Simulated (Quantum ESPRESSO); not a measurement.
Consider Mg (Fm-3m).

```xyz
1
Lattice="0.0000 2.2443 2.2443 2.2443 0.0000 2.2443 2.2443 2.2443 0.0000" Properties=species:S:1:pos:R:3 pbc="T T T"
Mg    0.0000    0.0000    0.0000
```

Absorber: atom 1, with 12 Mg at 3.17 Å (cuboctahedral, site symmetry m-3m). Method: Quantum ESPRESSO XSpectra, LDA, excited-electron core hole (neutral cell), 6-atom cell with 5.5 Å between holes, 6×7×7 k points, dipole transitions, Lorentzian half width 0.3 eV up to 4 eV, rising linearly to 2.5 eV at 25 eV.

This is not the structure that Mg takes at ambient pressure and room temperature (hexagonal, No. 194); it is a model or a phase of other conditions.

Q: What does the Mg K edge look like?

Main maxima up to 24 eV above the zero (height): 6.7 eV (1.20) and 12.2 eV (1.23). A K edge sees empty p states on the absorber. The total-energy difference is 1307.43 eV. One term is added: -12.89 eV, since the hole is spin-paired here and a spin-polarised one costs that much less in the free atom (computed apart). The photon energy is then 1294.54 eV. The tabulated edge of the element is 1303 eV. The functional leaves an error in such absolute values: in the free atom LDA prices this hole 6.5 eV below PBE (computed apart), and PBE is itself good to a few eV.

The Mg K spectrum (energy from the energy zero of the input (xe0, at the border of filled and empty states); intensity scaled to a mean of 1 over the first 20 eV; the points at xe0, where the cut of filled states can leave a spike, are interpolated):

```tsv
E (eV)	intensity
-2.00	0.04
-1.25	0.06
-0.50	0.13
0.25	0.53
1.00	0.71
1.75	0.75
2.50	0.82
3.25	0.92
4.00	0.96
4.75	1.02
5.50	1.12
6.25	1.19
7.00	1.19
7.75	1.07
8.50	1.03
9.25	1.05
10.00	1.07
10.75	1.12
11.50	1.20
12.25	1.23
13.00	1.21
13.75	1.16
14.50	1.13
15.25	1.08
16.00	1.02
16.75	0.96
17.50	0.91
18.25	0.87
19.00	0.83
19.75	0.78
20.50	0.74
21.25	0.70
22.00	0.67
22.75	0.65
23.50	0.65
24.25	0.67
25.00	0.72
25.75	0.78
26.50	0.86
27.25	0.96
28.00	1.04
28.75	1.09
29.50	1.13
30.25	1.13
31.00	1.12
31.75	1.09
```

The holes are only 5.5 Å apart, so the shape is probably not converged with cell size; no larger cell was run here. The structure is a computed Materials Project entry and may be a hypothetical form.

[Banner, clock and machine lines of the logs are left out without a mark of their own.]

[Logs are printed without paths, hosts, clocks, repeated set-up lines and the standing remarks that a program may print on its own settings, such as how far it seeks lower states.]

[Hosts, paths, dates, database ids (printed as entryN), source tags and the programs' standing remarks are cut or masked in the printed files.]

[Lists of maxima count a maximum above −3 eV only where it reaches 4 % of the highest in the window and stands out from its surroundings by 2 % of it (1.5 % where it reaches 55 %); shoulders and weaker maxima are passed over, and of the rest the first, up to two pre-edge ones and the few strongest are named.]
